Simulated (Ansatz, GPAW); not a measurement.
**A 6-layer slab of Cd(0001): converging a work function**

How do cutoff, mesh, smearing and the dipole layer change the work function of a 6-layer slab of Cd(0001)?

Calculated with GPAW 26.7.0 and Ansatz 0.2.0; Ansatz plane waves; slab in vacuum with a dipole correction, relaxation, in the first sound run; inputs show where later runs differ.

**1. Set-up**

The cell holds 6 atoms: 6 Cd. Its edges and angles: a = 2.980 Å, b = 2.980 Å, c = 32.051 Å, α = 90.0°, β = 90.0°, γ = 60.0°. Vacuum lies along c.

**2. Relaxation**

The atoms are relaxed first, since the surface dipole, and with it the work function, follows the positions of the outer layers. The lowest 3 atoms are held at bulk positions and keep their forces.

input.yaml

```yaml
crystal:
  lattice:
    - [2.98, 0.0, 0.0]
    - [1.49, 2.5807557033, 0.0]
    - [0.0, 0.0, 32.0507]
  atoms:
    - { symbol: Cd, position: [0.6666666667, 0.6666666667, 0.2808050994] }
    - { symbol: Cd, position: [0.0, 0.0, 0.3684830597] }
    - { symbol: Cd, position: [0.6666666667, 0.6666666667, 0.4561610199] }
    - { symbol: Cd, position: [0.0, 0.0, 0.5438389801] }
    - { symbol: Cd, position: [0.6666666667, 0.6666666667, 0.6315169403] }
    - { symbol: Cd, position: [0.0, 0.0, 0.7191949006] }
kpoints:
  mp_grid: { grid: [12, 12, 1] }
hamiltonian:
  xc: pbe
scf:
  occupations: { method: fermi_dirac, width: 0.1 }
efield:
  axis: 3
  dipole_correction: true
  ramp_width: 0.05
relax:
  f_tol: 0.02
  max_steps: 60
  constraints: [{ sites: [0, 1, 2] }]
output:
  write_potential: true
  write_density: true
  volumetric_format: npy
```

Command:

```console
$ ansatz run input.yaml --threads 4 --pin off --max-ram 8192MiB --backend cpu --events-out ev --progress --plain --runs-dir out
```

Numbers of over 12 decimals in the logs are rounded to 6 here.

Output:

```text
Engine: ansatz 0.2.0, aarch64-unknown-linux-gnu
Pseudopotentials: kind: paw
Pseudopotential: Cd, paw, valence charge 20, recommended cutoff 420 eV (normal), Cd.paw.azcp
Functional definition: PBE
  parameter kappa = 0.804
  parameter beta = 0.066725
  exchange = pbe_x(kappa = kappa, mu = beta*pi^2/3)
  correlation = pbe_c(beta = beta)
Crystal: 6 atoms, lattice volume = 246.491 Å³
Basis set: ecut = 420 eV, 4715 PW (Γ), exchange–correlation on 40×40×432 points (8 copies of the dense FFT grid, shifted against one another)
Bands: 72, of which v1, the nominal top of the filled ones, is band 60 counted from 1 (59 counted from 0)
Symmetry: 6 space group operations
k-points: 19 of 144 (time reversal used)
Non-local potential: Cd, projectors of the file, l = 0: 3, l = 1: 2, l = 2: 2, l = 3: 1
PAW form: soft (Blöchl's): semilocal exchange-correlation on the pseudo side does not see the compensation charge
PAW one-centre angular grid: Cd, 590 points (default); XC on 64 Gauss nodes
Initial density: superposition of atomic densities (neutral atoms: chi_scale 0, normalization atom), corrected by the library's trained network
Initial wavefunctions: pseudopotential atomic-orbital guess
Functional: x = pbe(κ = 0.804, μ = 0.219515), c = pbe(β = 0.066725)
SCF iter   1: F=—  HF=-49526.524740 eV  |F-HF|=—  |Δ(HF+E_count)|=         —  Δρ=1.47e-3  dr2=1.11e-1  ethr=1.77e-3  p=0.000 e·Å  D=2.13e-13 V/Å  ΔV_dip=-0.00 eV  dr2_dipole=8.52e-8  V_vac-E_F(+/−)=3.79/3.79 eV  ⟨swp⟩=9.1  Hψ=5644  notcnv=0  defer=24
efield: sawtooth ramp at fractional position 0.9750 (placed from the atoms, in the widest stretch of the axis that holds none; the zero of the levels goes with the place), width 0.0500; the density the first Hamiltonian is built on has a dipole p = 0.000 e·Å; the dipole correction subtracts the counter field D = 2.13e-13 V/Å, which shifts the + side's vacuum level by -0.00 eV against the − side's; the planar-averaged density in the ramp window peaks in size at 1.9e-5 e/Å³
preconditioner: auto → LDOS  [metal: Δε(μ)=0.125 eV  Ē_g=12.320 eV  σ=0.100 eV  W_gap=0.30  n_scr=24 (ndim 8)  ℏωp=20.1 eV  f_vac=0.457  D(μ)=1.51/eV (n_scr^D=10)  β→1.0]
SCF iter   2: F=—  HF=-49526.517954 eV  |F-HF|=—  |Δ(HF+E_count)|=   6.79e-3  Δρ=1.22e-3  dr2=6.84e-3  ethr=9.22e-5  p=-0.000 e·Å  D=-1.95e-6 V/Å  ΔV_dip=0.00 eV  dr2_dipole=5.69e-8  V_vac-E_F(+/−)=3.81/3.81 eV  ⟨swp⟩=2.2  Hψ=2176  notcnv=0  defer=48
SCF iter   3: F=—  HF=-49526.517201 eV  |F-HF|=—  |Δ(HF+E_count)|=   7.53e-4  Δρ=6.61e-4  dr2=1.61e-3  ethr=5.70e-6  p=0.000 e·Å  D=1.67e-6 V/Å  ΔV_dip=-0.00 eV  dr2_dipole=5.93e-10  V_vac-E_F(+/−)=3.79/3.79 eV  ⟨swp⟩=2.0  Hψ=2181  notcnv=0  defer=48
SCF iter   4: F=—  HF=-49526.516860 eV  |F-HF|=—  |Δ(HF+E_count)|=   3.42e-4  Δρ=5.16e-5  dr2=6.71e-5  ethr=1.34e-6  p=-0.000 e·Å  D=-1.26e-6 V/Å  ΔV_dip=0.00 eV  dr2_dipole=1.12e-9  V_vac-E_F(+/−)=3.80/3.80 eV  ⟨swp⟩=2.4  Hψ=1927  notcnv=0  defer=48
iter 5 did not close the SCF: its close was put off for the readings that it lacked (scf_convergence_deferred on its scf_iter line)
SCF iter   5: F=-49526.516854 eV  HF=-49526.516855 eV  |F-HF|=1.01e-6  |Δ(HF+E_count)|=   4.60e-6  Δρ=2.94e-5  dr2=1.88e-6  ethr=5.59e-8  p=-0.000 e·Å  D=-3.73e-7 V/Å  ΔV_dip=0.00 eV  dr2_dipole=3.60e-11  V_vac-E_F(+/−)=3.80/3.80 eV  ⟨swp⟩=2.1  Hψ=1949  notcnv=0  defer=48
SCF iter   6: F=-49526.516855 eV  HF=-49526.516855 eV  |F-HF|=3.23e-8  |Δ(HF+E_count)|=   9.54e-8  Δρ=6.55e-6  dr2=1.74e-7  ethr=1.57e-9  p=-0.000 e·Å  D=-3.54e-7 V/Å  ΔV_dip=0.00 eV  dr2_dipole=1.13e-11  V_vac-E_F(+/−)=3.80/3.80 eV  ⟨swp⟩=8.1  Hψ=10134  notcnv=0
SCF 1 converged in 6 iterations: F = -49526.516855 eV  dr2 = 1.74e-7
  greatest PAW one-centre occupation: 1.000 electrons in one spin orbital (limit 2), on the Cd atom at site 1 (counted from 0), in its partial waves of l = 0
relax step   1: F+E_penalty+E_count = -49526.51685495 eV  Δ(F+E_penalty+E_count) = +0.000e0 eV  max|allowed force component| = 1.211e-1 eV/Å  Δτ_max = 0.0000 Å  (6 SCF iters, dr2 threshold 1.00e-5 eV, accepted)
Initial density: handed on by an earlier stage of this run
Initial wavefunctions: those handed on with the density
iter 1 solved again at ethr=1.09e-5 eV; its pass at ethr=3.10e-3 eV (dr2=1.31e-2 eV) is discarded
SCF iter   1: F=—  HF=-49526.533347 eV  |F-HF|=—  |Δ(HF+E_count)|=         —  Δρ=2.30e-3  dr2=1.35e-2  ethr=1.09e-5  p=-0.000 e·Å  D=-3.51e-7 V/Å  ΔV_dip=0.00 eV  dr2_dipole=1.36e-3  V_vac-E_F(+/−)=3.82/3.82 eV  ⟨swp⟩=2.0  Hψ=5184  notcnv=0  defer=51
efield: sawtooth ramp at fractional position 0.9750 (handed on by an earlier solve), width 0.0500; the density the first Hamiltonian is built on has a dipole p = -0.000 e·Å; the dipole correction subtracts the counter field D = -3.51e-7 V/Å, which shifts the + side's vacuum level by +0.00 eV against the − side's; the planar-averaged density in the ramp window peaks in size at 1.3e-7 e/Å³
preconditioner: auto → LDOS  [metal: Δε(μ)=0.024 eV  Ē_g=12.309 eV  σ=0.100 eV  W_gap=0.06  n_scr=24 (ndim 8)  ℏωp=20.1 eV  f_vac=0.451  D(μ)=1.58/eV (n_scr^D=10)  β→1.0]
SCF iter   2: F=—  HF=-49526.535553 eV  |F-HF|=—  |Δ(HF+E_count)|=   2.21e-3  Δρ=1.21e-3  dr2=8.80e-3  ethr=1.09e-5  p=0.002 e·Å  D=1.13e-3 V/Å  ΔV_dip=-0.04 eV  dr2_dipole=2.14e-3  V_vac-E_F(+/−)=3.77/3.81 eV  ⟨swp⟩=2.0  Hψ=2213  notcnv=0  defer=51
SCF iter   3: F=—  HF=-49526.534106 eV  |F-HF|=—  |Δ(HF+E_count)|=   1.45e-3  Δρ=2.80e-4  dr2=3.50e-4  ethr=7.33e-6  p=0.000 e·Å  D=1.37e-4 V/Å  ΔV_dip=-0.00 eV  dr2_dipole=1.02e-4  V_vac-E_F(+/−)=3.81/3.81 eV  ⟨swp⟩=2.0  Hψ=2001  notcnv=0  defer=51
SCF iter   4: F=—  HF=-49526.534353 eV  |F-HF|=—  |Δ(HF+E_count)|=   2.47e-4  Δρ=1.28e-4  dr2=3.86e-5  ethr=2.91e-7  p=0.000 e·Å  D=2.19e-4 V/Å  ΔV_dip=-0.01 eV  dr2_dipole=2.25e-6  V_vac-E_F(+/−)=3.80/3.81 eV  ⟨swp⟩=2.1  Hψ=2099  notcnv=0  defer=51
SCF iter   5: F=—  HF=-49526.534342 eV  |F-HF|=—  |Δ(HF+E_count)|=   1.11e-5  Δρ=3.06e-5  dr2=2.51e-6  ethr=3.22e-8  p=0.000 e·Å  D=1.53e-4 V/Å  ΔV_dip=-0.00 eV  dr2_dipole=5.57e-7  V_vac-E_F(+/−)=3.80/3.81 eV  ⟨swp⟩=2.4  Hψ=2361  notcnv=0  defer=51
SCF iter   6: F=-49526.534342 eV  HF=-49526.534342 eV  |F-HF|=3.38e-8  |Δ(HF+E_count)|=   9.95e-8  Δρ=5.79e-6  dr2=5.57e-8  ethr=7.64e-10  p=0.000 e·Å  D=1.54e-4 V/Å  ΔV_dip=-0.00 eV  dr2_dipole=9.87e-9  V_vac-E_F(+/−)=3.80/3.81 eV  ⟨swp⟩=10.0  Hψ=9765  notcnv=0
SCF 2 converged in 6 iterations: F = -49526.534342 eV  dr2 = 5.57e-8
relax step   2: F+E_penalty+E_count = -49526.53434176 eV  Δ(F+E_penalty+E_count) = -1.749e-2 eV  max|allowed force component| = 3.702e-2 eV/Å  Δτ_max = 0.1907 Å  (6 SCF iters, dr2 threshold 9.17e-7 eV, accepted)
SCF iter   1: F=—  HF=-49526.540684 eV  |F-HF|=—  |Δ(HF+E_count)|=         —  Δρ=2.06e-3  dr2=9.85e-3  ethr=8.75e-5  p=0.000 e·Å  D=1.54e-4 V/Å  ΔV_dip=-0.00 eV  dr2_dipole=4.03e-4  V_vac-E_F(+/−)=3.82/3.83 eV  ⟨swp⟩=6.8  Hψ=4110  notcnv=0  defer=54
efield: sawtooth ramp at fractional position 0.9750 (handed on by an earlier solve), width 0.0500; the density the first Hamiltonian is built on has a dipole p = 0.000 e·Å; the dipole correction subtracts the counter field D = 1.54e-4 V/Å, which shifts the + side's vacuum level by -0.00 eV against the − side's; the planar-averaged density in the ramp window peaks in size at 1.4e-7 e/Å³
preconditioner: auto → LDOS  [metal: Δε(μ)=0.059 eV  Ē_g=12.271 eV  σ=0.100 eV  W_gap=0.15  n_scr=24 (ndim 8)  ℏωp=20.1 eV  f_vac=0.446  D(μ)=1.52/eV (n_scr^D=10)  β→1.0]
SCF iter   2: F=—  HF=-49526.542392 eV  |F-HF|=—  |Δ(HF+E_count)|=   1.71e-3  Δρ=1.12e-3  dr2=7.27e-3  ethr=8.21e-6  p=0.001 e·Å  D=8.15e-4 V/Å  ΔV_dip=-0.03 eV  dr2_dipole=1.63e-3  V_vac-E_F(+/−)=3.79/3.82 eV  ⟨swp⟩=2.1  Hψ=2485  notcnv=0  defer=55
SCF iter   3: F=—  HF=-49526.541160 eV  |F-HF|=—  |Δ(HF+E_count)|=   1.23e-3  Δρ=2.52e-4  dr2=2.42e-4  ethr=6.05e-6  p=0.000 e·Å  D=1.52e-5 V/Å  ΔV_dip=-0.00 eV  dr2_dipole=7.29e-5  V_vac-E_F(+/−)=3.82/3.82 eV  ⟨swp⟩=2.1  Hψ=2009  notcnv=0  defer=55
SCF iter   4: F=—  HF=-49526.541182 eV  |F-HF|=—  |Δ(HF+E_count)|=   2.17e-5  Δρ=1.24e-4  dr2=3.89e-5  ethr=2.02e-7  p=0.000 e·Å  D=2.32e-5 V/Å  ΔV_dip=-0.00 eV  dr2_dipole=1.69e-6  V_vac-E_F(+/−)=3.81/3.81 eV  ⟨swp⟩=2.6  Hψ=2151  notcnv=0  defer=55
SCF iter   5: F=—  HF=-49526.541419 eV  |F-HF|=—  |Δ(HF+E_count)|=   2.37e-4  Δρ=2.97e-5  dr2=2.68e-6  ethr=3.24e-8  p=-0.000 e·Å  D=-3.07e-5 V/Å  ΔV_dip=0.00 eV  dr2_dipole=5.46e-7  V_vac-E_F(+/−)=3.82/3.81 eV  ⟨swp⟩=2.2  Hψ=2272  notcnv=0  defer=55
SCF iter   6: F=-49526.541419 eV  HF=-49526.541419 eV  |F-HF|=2.47e-8  |Δ(HF+E_count)|=   3.04e-7  Δρ=5.06e-6  dr2=4.03e-8  ethr=8.33e-11  p=-0.000 e·Å  D=-3.02e-5 V/Å  ΔV_dip=0.00 eV  dr2_dipole=5.21e-9  V_vac-E_F(+/−)=3.82/3.81 eV  ⟨swp⟩=8.0  Hψ=10080  notcnv=0
SCF 3 converged in 6 iterations: F = -49526.541419 eV  dr2 = 4.03e-8
relax step   3: F+E_penalty+E_count = -49526.54141914 eV  Δ(F+E_penalty+E_count) = -7.077e-3 eV  max|allowed force component| = 1.363e-2 eV/Å  Δτ_max = 0.1458 Å  (6 SCF iters, accepted)
SCF iter   1: F=—  HF=-49526.542195 eV  |F-HF|=—  |Δ(HF+E_count)|=         —  Δρ=1.24e-3  dr2=3.54e-3  ethr=2.97e-5  p=-0.000 e·Å  D=-3.01e-5 V/Å  ΔV_dip=0.00 eV  dr2_dipole=1.27e-4  V_vac-E_F(+/−)=3.83/3.83 eV  ⟨swp⟩=5.9  Hψ=3633  notcnv=0  defer=56
efield: sawtooth ramp at fractional position 0.9750 (handed on by an earlier solve), width 0.0500; the density the first Hamiltonian is built on has a dipole p = -0.000 e·Å; the dipole correction subtracts the counter field D = -3.01e-5 V/Å, which shifts the + side's vacuum level by +0.00 eV against the − side's; the planar-averaged density in the ramp window peaks in size at 3.7e-7 e/Å³
preconditioner: auto → LDOS  [metal: Δε(μ)=0.107 eV  Ē_g=12.253 eV  σ=0.100 eV  W_gap=0.25  n_scr=24 (ndim 8)  ℏωp=20.1 eV  f_vac=0.444  D(μ)=1.48/eV (n_scr^D=10)  β→1.0]
SCF iter   2: F=—  HF=-49526.542735 eV  |F-HF|=—  |Δ(HF+E_count)|=   5.40e-4  Δρ=6.53e-4  dr2=2.50e-3  ethr=2.95e-6  p=0.001 e·Å  D=3.68e-4 V/Å  ΔV_dip=-0.01 eV  dr2_dipole=5.24e-4  V_vac-E_F(+/−)=3.81/3.82 eV  ⟨swp⟩=2.1  Hψ=2424  notcnv=0  defer=56
SCF iter   3: F=—  HF=-49526.542328 eV  |F-HF|=—  |Δ(HF+E_count)|=   4.07e-4  Δρ=1.54e-4  dr2=8.28e-5  ethr=2.08e-6  p=-0.000 e·Å  D=-1.57e-4 V/Å  ΔV_dip=0.01 eV  dr2_dipole=1.38e-5  V_vac-E_F(+/−)=3.82/3.82 eV  ⟨swp⟩=2.0  Hψ=1941  notcnv=0  defer=56
SCF iter   4: F=—  HF=-49526.542623 eV  |F-HF|=—  |Δ(HF+E_count)|=   2.96e-4  Δρ=6.71e-5  dr2=1.26e-5  ethr=6.90e-8  p=-0.000 e·Å  D=-1.06e-4 V/Å  ΔV_dip=0.00 eV  dr2_dipole=3.04e-7  V_vac-E_F(+/−)=3.82/3.82 eV  ⟨swp⟩=2.8  Hψ=2229  notcnv=0  defer=56
SCF iter   5: F=—  HF=-49526.542620 eV  |F-HF|=—  |Δ(HF+E_count)|=   3.20e-6  Δρ=1.43e-5  dr2=7.43e-7  ethr=1.05e-8  p=-0.000 e·Å  D=-1.40e-4 V/Å  ΔV_dip=0.00 eV  dr2_dipole=1.12e-7  V_vac-E_F(+/−)=3.82/3.82 eV  ⟨swp⟩=2.0  Hψ=2133  notcnv=0  defer=56
SCF iter   6: F=-49526.542620 eV  HF=-49526.542620 eV  |F-HF|=1.48e-8  |Δ(HF+E_count)|=  5.31e-10  Δρ=3.06e-6  dr2=1.76e-8  ethr=8.33e-11  p=-0.000 e·Å  D=-1.40e-4 V/Å  ΔV_dip=0.00 eV  dr2_dipole=8.28e-10  V_vac-E_F(+/−)=3.82/3.82 eV  ⟨swp⟩=9.8  Hψ=9215  notcnv=0
SCF 4 converged in 6 iterations: F = -49526.542620 eV  dr2 = 1.76e-8
relax step   4: F+E_penalty+E_count = -49526.54262009 eV  Δ(F+E_penalty+E_count) = -1.201e-3 eV  max|allowed force component| = 1.322e-3 eV/Å  Δτ_max = 0.0857 Å  (6 SCF iters, accepted)
NSCF: frozen V_eff on 19 k-points
the band table was solved once a step of the walk had ended and its energy, with any forces and stress, was formed, with the checks that follow a solve (6908 applications of the Hamiltonian). They found nothing against the state; the energy, forces and stress were not computed again (output.eigenvalues in the input reference)
SCF converged after 6 iterations
Free energy (F): -49526.542620 eV
Harris-Foulkes:  -49526.542620 eV  (|F-HF|=1.48e-8)
Internal energy: -49526.493572 eV  (E = F + TS)
E sigma→0 (E₀):  -49526.518096 eV
Entropy (-TS):   -0.049048 eV (-8.175 meV/atom)
Fermi energy:    5.947759 eV
Dipole field:    D = -0.000174 V/Å  (p = -0.000238 e·Å, saw-weighted, corrected)
Work function:   Φ+ = 3.8218 eV   Φ− = 3.8162 eV
Levels:          The Fermi level and band energies are counted from a zero that moves with the ramp; work functions are not
--- Per-component energies (eV) ---
  E_band       = -3415.916207
  E_kinetic    = 3027.846476
  E_local      = -212207.192094  (includes V_loc(G=0)·N_el)
  E_nonlocal   = 191.817382
  E_hartree    = 105066.369144
  E_xc         = -1062.362049
  E_vxc        = -1332.439337  (∫ρ·V_xc dr)
  E_paw        = -24491.663103  (= ΣΔE_a)
  E_vpaw       = -3228.712737  (= ΣTr[D̂ρ^β])
  E_aug_tail   = 0.000085  (compensation charges beyond the density's cutoff)
  E_efield     = 0.000000  (sawtooth field / dipole correction)
  E_vefield    = 0.003079  (∫n·V_field dr)
  E_ewald      = 79948.690587
  E_smearing   = -0.049048  (= −TS)
  E_closure    = -0.000000  (closes the sum)
  Σ components = -49526.542620   (vs F -49526.542620, Δ=0.00e0)
--- Forces (eV/Å), atoms counted from 1 ---
  atom   1  Cd     0.00000000    -0.00000000    -0.11544328
  atom   2  Cd     0.00000000     0.00000000    -0.01773716
  atom   3  Cd     0.00000000    -0.00000000     0.13175652
  atom   4  Cd    -0.00000000     0.00000000    -0.00019242
  atom   5  Cd     0.00000000    -0.00000000     0.00132219
  atom   6  Cd    -0.00000000     0.00000000     0.00024477
  max |Σ_I F_I| component: 4.94e-5 eV/Å
--- Band table (eV; the first three rows and the last of 19) ---
  k-point 0: bands = [... 56 lower, -1.5333, -0.6711, 0.5169, 1.7511, 3.5326, 5.0930, 6.9196, 8.5251, ... 8 higher]
  k-point 1: bands = [... 56 lower, -1.3507, -0.4927, 0.6818, 1.8844, 3.7695, 5.2888, 7.0928, 8.6866, ... 8 higher]
  k-point 2: bands = [... 56 lower, -0.8331, 0.0188, 1.1634, 2.2918, 4.4431, 5.8632, 7.6033, 9.1640, ... 8 higher]
  k-point 18: bands = [... 56 lower, 6.5225, 6.5346, 6.5538, 6.9733, 7.0611, 7.1297, 7.5731, 7.8599, ... 8 higher]
--- Relaxed structure (4 steps of the walk, 4 accepted, 0 SCFs on fresh bases) ---
  F+E_penalty+E_count = -49526.54262009 eV   max|allowed force component| = 1.322e-3 eV/Å
  atoms:
    - { symbol: Cd, position: [0.666667, 0.666667, 0.280805] }
    - { symbol: Cd, position: [0.0, 0.0, 0.368483] }
    - { symbol: Cd, position: [0.666667, 0.666667, 0.456161] }
    - { symbol: Cd, position: [-1.0815002484748968e-18, 2.163000496949791e-18, 0.548545] }
    - { symbol: Cd, position: [0.666667, 0.666667, 0.641180] }
    - { symbol: Cd, position: [-3.0270965403733357e-18, 6.054193080746669e-18, 0.732368] }
```

Elapsed: 27 s, on 4 threads of Arm Neoverse V1, shared host; peak memory 0.75 GiB.

Relaxation path:

```
step  energy less that of the first step (eV)  largest force component (eV/Å)
   1                                   0.0000                          0.1211
   2                                  -0.0175                          0.0370
   3                                  -0.0246                          0.0136
   4                                  -0.0258                          0.0013
```

The run keeps the 6 symmetry operations that it works with, so distortions that break them were not tested.

The atoms that moved most (Å):

| atom | dx | dy | dz | length |
| --- | --- | --- | --- | --- |
| Cd6 | 0.000 | 0.000 | 0.422 | 0.422 |
| Cd5 | 0.000 | 0.000 | 0.310 | 0.310 |
| Cd4 | 0.000 | 0.000 | 0.151 | 0.151 |

Final coordinates:

```
Cd
1.0
     2.98000    0.00000    0.00000
     1.49000    2.58076    0.00000
     0.00000    0.00000   32.05070
Cd
6
Direct
  0.66667 0.66667 0.28081
  0.00000 0.00000 0.36848
  0.66667 0.66667 0.45616
  0.00000 0.00000 0.54855
  0.66667 0.66667 0.64118
  0.00000 0.00000 0.73237
```

This step gave:

```yaml
free_energy: -49526.5426 eV
smearing_term_ts: 0.04905 eV
symmetry_operations: 6
upper_work_function: 3.822 eV
lower_work_function: 3.816 eV
dipole_along_the_normal: -2.38e-4 e·Å
dipole_field: -1.74e-4 V/Å
vacuum_level_above: 9.770 eV
vacuum_level_below: 9.764 eV
```

The electrostatic potential energy of an electron (with the applied field's), less the Fermi level, planar mean oscillates, so the rows of the table below give means over windows of 2.89 Å about each position, cut where the curve ends. Its maxima inside the range that stand out by 2 % of the span (Å: eV): 10.4: 1.12, 13.2: 1.09, 16.2: 1.60, 19.1: 1.63, 22.0: 1.55. Its minima: 9.1: -11.1, 11.9: -11.3, 14.7: -11.2, 17.5: -11.1, 20.5: -11.1, 23.4: -11.0.

Table of electrostatic potential energy of an electron (with the applied field's), less the Fermi level, planar mean by z; means over each step:

z (Å), electrostatic potential energy of an electron (with the applied field's), less the Fermi level, planar mean (eV) and a bar from the least value:
```
     1.45        3.8 ##############################
     4.33        3.8 ##############################
     7.22        1.2 #####################
    10.11       -5.0 
    13.00       -5.1 
    15.89       -4.3 ###
    18.78       -4.3 ###
    21.67       -4.4 ##
    24.56       -2.1 ##########
    27.45        3.8 ##############################
    30.34        3.8 ##############################
```

The valence density, planar mean oscillates, so the rows of the table below give means over windows of 2.82 Å about each position, cut where the curve ends. Its maxima inside the range that stand out by 2 % of the span (Å: e/Å³): 9.1: 2.69, 11.9: 2.67, 14.7: 2.66, 17.5: 2.66, 20.5: 2.66, 23.4: 2.71. Its minima: 10.4: 0.106, 13.2: 0.107, 16.2: 0.0899, 19.0: 0.0887, 22.0: 0.0928.

Valence density, planar mean against z; means over each step:

| z (Å) | valence density, planar mean (e/Å³) |
| --- | --- |
| 4.23 | 6.2e-5 |
| 7.05 | 0.0888 |
| 9.87 | 0.925 |
| 12.69 | 0.925 |
| 15.51 | 0.884 |
| 18.33 | 0.900 |
| 21.15 | 0.912 |
| 23.97 | 0.895 |
| 26.79 | 0.00204 |
| 29.61 | 0 |

The relaxation lowered the energy of the cell by 0.0258 eV.

(Continued in part 2 of 2.)

[Logs are printed without paths, hosts, clocks, repeated set-up lines and the standing remarks that a program may print on its own settings, such as how far it seeks lower states.]

[Hosts, paths, dates, database ids (printed as entryN), source tags and the programs' standing remarks are cut or masked in the printed files.]
